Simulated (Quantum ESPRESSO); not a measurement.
# ZnCu: which magnetic order is lowest

Wanted: the moments of ZnCu and the energy of each order that was tried.

Method: PBE; plane waves with GBRV 1.5 PBE potentials, no spin-orbit coupling, in Quantum ESPRESSO 7.5.

### 1. The structure

Symmetry: Pm-3m, No. 221, cubic system. The conventional cell has a = 2.945 Å, b = 2.945 Å, c = 2.945 Å, α = 90.00°, β = 90.00°, γ = 90.00°. Nearest to Zn lie 8 Cu at 2.55 Å. Nearest to Cu lie 8 Zn at 2.55 Å. Farther neighbours are not listed.

The cell comes from the Crystallography Open Database.

### 2. Run 1, typed as ferro +

The signs are those of the starting moments on the seeded atoms, the atoms that are given a moment.

pw.in reads:

```
&CONTROL
  calculation = 'scf'
  prefix = 'pwscf'
  outdir = './tmp'
  pseudo_dir = './pseudo'
  disk_io = 'nowf'
/
&SYSTEM
  ibrav = 0
  celldm(1) = 8
  nat = 2
  ntyp = 2
  ecutwfc = 40
  ecutrho = 280
  nbnd = 27
  occupations = 'smearing'
  smearing = 'fd'
  degauss = 0.00367493
  nspin = 2
  starting_magnetization(1) = 0
  starting_magnetization(2) = 0.0263
/
&ELECTRONS
  conv_thr = 4d-09
  electron_maxstep = 150
  mixing_beta = 0.3
/
ATOMIC_SPECIES
Zn     65.3800 zn_pbe_v1.uspp.F.UPF
Cu     63.5460 cu_pbe_v1.2.uspp.F.UPF
CELL_PARAMETERS alat
   0.6956554296279    0.0000000000000    0.0000000000000
   0.0000000000000    0.6956554296279    0.0000000000000
   0.0000000000000    0.0000000000000    0.6956554296279
ATOMIC_POSITIONS crystal
Zn      0.5000000000    0.5000000000    0.5000000000
Cu      0.0000000000    0.0000000000    0.0000000000
K_POINTS automatic
10 10 10 0 0 0
```

Command:

```bash
$ OMP_NUM_THREADS=1 mpirun -n 4 pw.x -nk 4 -in pw.in > pw.out
```

What it wrote:

```text
Program PWSCF v.7.5 starts

     Message from routine setup:
     using ibrav=0 with symmetry is DISCOURAGED, use correct ibrav instead

     K-points division:     npool     =       4
     Subspace diagonalization in iterative solution of the eigenvalue problem:

     G-vector sticks info
     --------------------
     sticks:   dense  smooth     PW     G-vecs:    dense   smooth      PW
     Sum         681     401    137                13613     5887    1141

     Using Slab Decomposition

     bravais-lattice index     =            0
     lattice parameter (alat)  =       8.0000  a.u.
     unit-cell volume          =     172.3664 (a.u.)^3
     number of atoms/cell      =            2
     number of atomic types    =            2
     number of electrons       =        39.00
     number of Kohn-Sham states=           27
     kinetic-energy cutoff     =      40.0000  Ry
     charge density cutoff     =     280.0000  Ry
     scf convergence threshold =      4.0E-09
     mixing beta               =       0.3000
     number of iterations used =            8  plain     mixing
     Exchange-correlation= SLA  PW   PBE  PBE
                           (   1   4   3   4   0   0   0)

     celldm(1)=   8.000000  celldm(2)=   0.000000  celldm(3)=   0.000000
     celldm(4)=   0.000000  celldm(5)=   0.000000  celldm(6)=   0.000000

     crystal axes: (cart. coord. in units of alat)
               a(1) = (   0.695655   0.000000   0.000000 )
               a(2) = (   0.000000   0.695655   0.000000 )
               a(3) = (   0.000000   0.000000   0.695655 )

     reciprocal axes: (cart. coord. in units 2 pi/alat)
               b(1) = (  1.437493  0.000000  0.000000 )
               b(2) = (  0.000000  1.437493  0.000000 )
               b(3) = (  0.000000  0.000000  1.437493 )

     PseudoPot. # 1 for Zn read from file:
     zn_pbe_v1.uspp.F.UPF
     Pseudo is Ultrasoft, Zval = 20.0
     Generated by new atomic code, or converted to UPF format
     Using radial grid of  943 points,  6 beta functions with:
                l(1) =   0
                l(2) =   0
                l(3) =   1
                l(4) =   1
                l(5) =   2
                l(6) =   2
     Q(r) pseudized with  8 coefficients,  rinner =    1.100   1.100   1.100
                                                       1.100   1.100

     PseudoPot. # 2 for Cu read from file:
     cu_pbe_v1.2.uspp.F.UPF
     Pseudo is Ultrasoft + core correction, Zval = 19.0
     Generated by new atomic code, or converted to UPF format
     Using radial grid of  867 points,  6 beta functions with:
                l(1) =   0
                l(2) =   0
                l(3) =   1
                l(4) =   1
                l(5) =   2
                l(6) =   2
     Q(r) pseudized with  8 coefficients,  rinner =    1.150   1.150   1.150
                                                       1.150   1.150

     atomic species   valence    mass     pseudopotential
     Zn               20.00    65.38000     Zn( 1.00)
     Cu               19.00    63.54600     Cu( 1.00)

     Starting magnetic structure
     atomic species   magnetization
     Zn              0.000
     Cu              0.026

     48 Sym. Ops., with inversion, found

   Cartesian axes

     site n.     atom                  positions (alat units)
         1        Zn     tau(   1) = (   0.3478277   0.3478277   0.3478277  )
         2        Cu     tau(   2) = (   0.0000000   0.0000000   0.0000000  )

     number of k points=    56  Fermi-Dirac smearing, width (Ry)=  0.0037
                       cart. coord. in units 2pi/alat
        k(    1) = (   0.0000000   0.0000000   0.0000000), wk =   0.0010000
        k(    2) = (   0.0000000   0.0000000   0.1437493), wk =   0.0060000
        k(    3) = (   0.0000000   0.0000000   0.2874987), wk =   0.0060000
        k(    4) = (   0.0000000   0.0000000   0.4312480), wk =   0.0060000
        k(    5) = (   0.0000000   0.0000000   0.5749973), wk =   0.0060000
        [... 51 further k-points ...]

     Dense  grid:    13613 G-vectors     FFT dimensions: (  30,  30,  30)

     Smooth grid:     5887 G-vectors     FFT dimensions: (  24,  24,  24)

     Generating pointlists ...
     new r_m :   0.2485 (alat units)  1.9881 (a.u.) for type    1
     new r_m :   0.2485 (alat units)  1.9881 (a.u.) for type    2

     Initial potential from superposition of free atoms

     starting charge      37.9999, renormalised to      39.0000
     Starting wfcs are   26 randomized atomic wfcs +    1 random wfcs

     Self-consistent Calculation

     iteration #  1     ecut=    40.00 Ry     beta= 0.30
     Davidson diagonalization with overlap
     ethr =  1.00E-02,  avg # of iterations =  4.8

     total energy              =    -862.19596970 Ry
     estimated scf accuracy    <       8.93595751 Ry

     total magnetization       =     0.03 Bohr mag/cell
     absolute magnetization    =     0.06 Bohr mag/cell

     iteration #  2     ecut=    40.00 Ry     beta= 0.30
     Davidson diagonalization with overlap
     ethr =  1.00E-02,  avg # of iterations =  2.2

     total energy              =    -864.94778760 Ry
     estimated scf accuracy    <       3.34924851 Ry

     total magnetization       =     0.17 Bohr mag/cell
     absolute magnetization    =     0.20 Bohr mag/cell

     iteration #  3     ecut=    40.00 Ry     beta= 0.30
     Davidson diagonalization with overlap
     ethr =  8.59E-03,  avg # of iterations =  1.2

     total energy              =    -865.33654495 Ry
     estimated scf accuracy    <       0.45524218 Ry

     total magnetization       =     0.03 Bohr mag/cell
     absolute magnetization    =     0.05 Bohr mag/cell

     [... further iterations left out ...]

     iteration # 10     ecut=    40.00 Ry     beta= 0.30
     Davidson diagonalization with overlap
     ethr =  2.60E-08,  avg # of iterations =  3.0

     total energy              =    -865.34788069 Ry
     estimated scf accuracy    <       0.00000162 Ry

     total magnetization       =    -0.00 Bohr mag/cell
     absolute magnetization    =     0.00 Bohr mag/cell

     iteration # 11     ecut=    40.00 Ry     beta= 0.30
     Davidson diagonalization with overlap
     ethr =  4.15E-09,  avg # of iterations =  2.1

     total energy              =    -865.34788101 Ry
     estimated scf accuracy    <       0.00000009 Ry

     total magnetization       =    -0.00 Bohr mag/cell
     absolute magnetization    =     0.00 Bohr mag/cell

     iteration # 12     ecut=    40.00 Ry     beta= 0.30
     Davidson diagonalization with overlap
     ethr =  2.23E-10,  avg # of iterations =  2.2

     total energy              =    -865.34788099 Ry
     estimated scf accuracy    <       0.00000018 Ry

     total magnetization       =    -0.00 Bohr mag/cell
     absolute magnetization    =     0.00 Bohr mag/cell

     iteration # 13     ecut=    40.00 Ry     beta= 0.30
     Davidson diagonalization with overlap
     ethr =  2.23E-10,  avg # of iterations =  2.0

     Magnetic moment per site  (integrated on atomic sphere of radius R)
     atom   1 (R=0.249)  charge= 18.5627  magn= -0.0000
     atom   2 (R=0.249)  charge= 17.7803  magn= -0.0000

     End of self-consistent calculation

     Number of k-points >= 100: set verbosity='high' to print the bands.

     the Fermi energy is    15.7785 ev

!    total energy              =    -865.34788104 Ry
     estimated scf accuracy    <          1.2E-09 Ry
     smearing contrib. (-TS)   =      -0.00039253 Ry
     internal energy E=F+TS    =    -865.34748851 Ry

     The total energy is F=E-TS. E is the sum of the following terms:
     one-electron contribution =    -613.61827326 Ry
     hartree contribution      =     326.80309358 Ry
     xc contribution           =     -81.04199228 Ry
     ewald contribution        =    -497.49031654 Ry

     total magnetization       =    -0.00 Bohr mag/cell
     absolute magnetization    =     0.00 Bohr mag/cell

     convergence has been achieved in  13 iterations

=------------------------------------------------------------------------------=
   JOB DONE.
=------------------------------------------------------------------------------=
```

The job ended after 9.5 s (4 MPI ranks of Intel Xeon Platinum 8375C at 2.90GHz (Ice Lake), shared host; peak memory 0.31 GiB; 37 s of CPU time).

The spin moment in the atom's sphere vanishes on all atoms.

Read from the output:

```
smearing term TS       : 0.005341 eV
magnetization          : 0 μB
absolute magnetization : 0 μB
final state            : non-magnetic
```

Valence density in the ac plane at fractional y = 0.000, with atoms of Cu within 0.2 Å of it. It is the smooth field of the valence electrons, not physical close to the nuclei.

Values in e/Å³, 15 rows by 15 columns:
```
54 36 12  3  1  0  0  0  0  0  0  1  3 12 36
17 12  5  2  1  0  0  0  0  0  0  1  2  5 12
 4  3  2  1  0  0  0  0  0  0  0  0  1  2  3
 1  1  1  0  0  0  0  0  0  0  0  0  0  1  1
 0  0  0  0  0  0  0  0  0  0  0  0  0  0  0
 0  0  0  0  0  0  0  0  0  0  0  0  0  0  0
 0  0  0  0  0  0  0  0  0  0  0  0  0  0  0
 0  0  0  0  0  0  0  0  0  0  0  0  0  0  0
 0  0  0  0  0  0  0  0  0  0  0  0  0  0  0
 0  0  0  0  0  0  0  0  0  0  0  0  0  0  0
 1  1  1  0  0  0  0  0  0  0  0  0  0  1  1
 4  3  2  1  0  0  0  0  0  0  0  0  1  2  3
17 12  5  2  1  0  0  0  0  0  0  1  2  5 12
54 36 12  3  1  0  0  0  0  0  0  1  3 12 36
84 54 17  4  1  0  0  0  0  0  0  1  4 17 54
```
Columns run along a (2.9 Å), rows up along c (2.9 Å). Atoms in or near the plane, at fractional coordinates: Cu at (0.00, 0.00).

### 3. Run 2, typed as antiferro q=(1/2,1/2,1/2) +−

The cell is doubled to 4 atoms to hold this order. The wavevector q is in fractions of the reciprocal vectors of the crystal's primitive cell, as the cells of these inputs are built from it; moments change sign between cells as cos(2π q·R).

pw.in reads:

```
&CONTROL
  calculation = 'scf'
  prefix = 'pwscf'
  outdir = './tmp'
  pseudo_dir = './pseudo'
  disk_io = 'nowf'
/
&SYSTEM
  ibrav = 0
  celldm(1) = 8
  nat = 4
  ntyp = 3
  ecutwfc = 40
  ecutrho = 280
  nbnd = 49
  occupations = 'smearing'
  smearing = 'fd'
  degauss = 0.00367493
  nspin = 2
  starting_magnetization(1) = 0
  starting_magnetization(2) = 0.0263
  starting_magnetization(3) = -0.0263
/
&ELECTRONS
  conv_thr = 8d-09
  electron_maxstep = 150
  mixing_beta = 0.3
/
ATOMIC_SPECIES
Zn     65.3800 zn_pbe_v1.uspp.F.UPF
Cu1    63.5460 cu_pbe_v1.2.uspp.F.UPF
Cu2    63.5460 cu_pbe_v1.2.uspp.F.UPF
CELL_PARAMETERS alat
   1.3913108592557    0.0000000000000    0.0000000000000
   0.6956554296279    0.6956554296279    0.0000000000000
   0.6956554296279    0.0000000000000    0.6956554296279
ATOMIC_POSITIONS crystal
Zn      0.7500000000    0.5000000000    0.5000000000
Zn      0.2500000000    0.5000000000    0.5000000000
Cu1     0.0000000000    0.0000000000    0.0000000000
Cu2     0.5000000000    0.0000000000    0.0000000000
K_POINTS automatic
5 10 10 0 0 0
```

What it wrote:

```text
[banner, memory and clock lines left out]
Program PWSCF v.7.5 starts

     Message from routine setup:
     using ibrav=0 with symmetry is DISCOURAGED, use correct ibrav instead

     bravais-lattice index     =            0
     lattice parameter (alat)  =       8.0000  a.u.
     unit-cell volume          =     344.7327 (a.u.)^3
     number of atoms/cell      =            4
     number of atomic types    =            3
     number of electrons       =        78.00
     number of Kohn-Sham states=           49
     kinetic-energy cutoff     =      40.0000  Ry
     charge density cutoff     =     280.0000  Ry
     scf convergence threshold =      8.0E-09
     mixing beta               =       0.3000
     number of iterations used =            8  plain     mixing
     Exchange-correlation= SLA  PW   PBE  PBE
                           (   1   4   3   4   0   0   0)

     celldm(1)=   8.000000  celldm(2)=   0.000000  celldm(3)=   0.000000
     celldm(4)=   0.000000  celldm(5)=   0.000000  celldm(6)=   0.000000

     crystal axes: (cart. coord. in units of alat)
               a(1) = (   1.391311   0.000000   0.000000 )
               a(2) = (   0.695655   0.695655   0.000000 )
               a(3) = (   0.695655   0.000000   0.695655 )

     reciprocal axes: (cart. coord. in units 2 pi/alat)
               b(1) = (  0.718747 -0.718747 -0.718747 )
               b(2) = (  0.000000  1.437493  0.000000 )
               b(3) = (  0.000000  0.000000  1.437493 )

     PseudoPot. # 1 for Zn read from file:
     zn_pbe_v1.uspp.F.UPF
     Pseudo is Ultrasoft, Zval = 20.0

     PseudoPot. # 2 for Cu read from file:
     cu_pbe_v1.2.uspp.F.UPF
     Pseudo is Ultrasoft + core correction, Zval = 19.0

     PseudoPot. # 3 for Cu read from file:
     cu_pbe_v1.2.uspp.F.UPF
     Pseudo is Ultrasoft + core correction, Zval = 19.0

     atomic species   valence    mass     pseudopotential
     Zn               20.00    65.38000     Zn( 1.00)
     Cu1              19.00    63.54600     Cu( 1.00)
     Cu2              19.00    63.54600     Cu( 1.00)

     Starting magnetic structure
     atomic species   magnetization
     Zn              0.000
     Cu1             0.026
     Cu2            -0.026

     48 Sym. Ops., with inversion, found

   Cartesian axes

     site n.     atom                  positions (alat units)
         1        Zn     tau(   1) = (   1.7391386   0.3478277   0.3478277  )
         2        Zn     tau(   2) = (   1.0434831   0.3478277   0.3478277  )
         3        Cu1    tau(   3) = (   0.0000000   0.0000000   0.0000000  )
         4        Cu2    tau(   4) = (   0.6956554   0.0000000   0.0000000  )

     number of k points=    28  Fermi-Dirac smearing, width (Ry)=  0.0037
                       cart. coord. in units 2pi/alat
        k(    1) = (   0.0000000   0.0000000   0.0000000), wk =   0.0020000
        k(    2) = (   0.0000000   0.0000000   0.1437493), wk =   0.0120000
        k(    3) = (   0.0000000   0.0000000   0.2874987), wk =   0.0120000
        k(    4) = (   0.0000000   0.0000000   0.4312480), wk =   0.0120000
        k(    5) = (   0.0000000   0.0000000   0.5749973), wk =   0.0120000
        [... 23 further k-points ...]

     Dense  grid:    27317 G-vectors     FFT dimensions: (  60,  45,  45)

     Smooth grid:    11791 G-vectors     FFT dimensions: (  45,  32,  32)

     Generating pointlists ...
     new r_m :   0.2485 (alat units)  1.9881 (a.u.) for type    1
     new r_m :   0.2485 (alat units)  1.9881 (a.u.) for type    2
     new r_m :   0.2485 (alat units)  1.9881 (a.u.) for type    3

     Initial potential from superposition of free atoms

     starting charge      75.9997, renormalised to      78.0000
     Starting wfcs are   52 randomized atomic wfcs

     Self-consistent Calculation

     iteration #  1     ecut=    40.00 Ry     beta= 0.30
     Davidson diagonalization with overlap
     ethr =  1.00E-02,  avg # of iterations =  3.9

     total energy              =   -1724.52968631 Ry
     estimated scf accuracy    <      17.54646818 Ry

     total magnetization       =     0.00 Bohr mag/cell
     absolute magnetization    =     0.09 Bohr mag/cell

     iteration #  2     ecut=    40.00 Ry     beta= 0.30
     Davidson diagonalization with overlap
     ethr =  1.00E-02,  avg # of iterations =  2.3

     total energy              =   -1729.84692630 Ry
     estimated scf accuracy    <       6.95610702 Ry

     total magnetization       =     0.00 Bohr mag/cell
     absolute magnetization    =     0.34 Bohr mag/cell

     [... further iterations left out ...]

     iteration # 14     ecut=    40.00 Ry     beta= 0.30
     Davidson diagonalization with overlap
     ethr =  4.14E-10,  avg # of iterations =  2.3

     total energy              =   -1730.69576276 Ry
     estimated scf accuracy    <       0.00000003 Ry

     total magnetization       =     0.00 Bohr mag/cell
     absolute magnetization    =     0.00 Bohr mag/cell

     iteration # 15     ecut=    40.00 Ry     beta= 0.30
     Davidson diagonalization with overlap
     ethr =  3.62E-11,  avg # of iterations =  2.2

     Magnetic moment per site  (integrated on atomic sphere of radius R)
     atom   1 (R=0.249)  charge= 18.5630  magn= -0.0000
     atom   2 (R=0.249)  charge= 18.5630  magn= -0.0000
     atom   3 (R=0.249)  charge= 17.7803  magn=  0.0000
     atom   4 (R=0.249)  charge= 17.7803  magn= -0.0000

     End of self-consistent calculation

     [... lines left out ...]
     the Fermi energy is    15.7784 ev

!    total energy              =   -1730.69576277 Ry
     estimated scf accuracy    <          7.4E-10 Ry
     smearing contrib. (-TS)   =      -0.00078504 Ry
     internal energy E=F+TS    =   -1730.69497773 Ry

     The total energy is F=E-TS. E is the sum of the following terms:
     one-electron contribution =   -1227.23849310 Ry
     hartree contribution      =     653.60837567 Ry
     xc contribution           =    -162.08422721 Ry
     ewald contribution        =    -994.98063308 Ry

     total magnetization       =     0.00 Bohr mag/cell
     absolute magnetization    =     0.00 Bohr mag/cell

     convergence has been achieved in  15 iterations
```

Wall time 36 s (4 MPI ranks); peak memory 0.48 GiB.

The spin moment in the atom's sphere vanishes on all atoms.

Read from the output:

- smearing term TS: 0.01068 eV
- magnetization: 0 μB
- absolute magnetization: 0 μB
- final state: non-magnetic

Valence density in the ac plane at fractional y = 0.000, with atoms of Cu within 0.2 Å of it. It is the smooth field of the valence electrons, not physical close to the nuclei.

Ten steps, logarithmic in the rise over the least value, from '0' (0 e/Å³) to '9' (51 e/Å³), each cell a mean:
```
9840002798400027
5641000256410002
1221000012210000
0000000000000000
0000000000000000
0000000000000000
0000000000000000
0000011000000110
1000023310000233
5100026751000267
9510015995100159
```
Columns run along a (5.9 Å), rows up along c (4.2 Å). Atoms in or near the plane, at fractional coordinates: Cu at (0.00, 0.00), Cu at (0.50, 0.00).

(Part 1 of 2 ends here.)

[Logs and program files are shortened in this print: banners, set-up blocks, solver, clock and traceback lines can be left out without a mark of their own.]

[Logs are printed without paths, hosts, clocks, repeated set-up lines and the standing remarks that a program may print on its own settings, such as how far it seeks lower states.]

[Hosts, paths, dates, database ids (printed as entryN), source tags and the programs' standing remarks are cut or masked in the printed files.]

[Where a cell is said to come from a database of computed structures, the database is the Materials Project.]
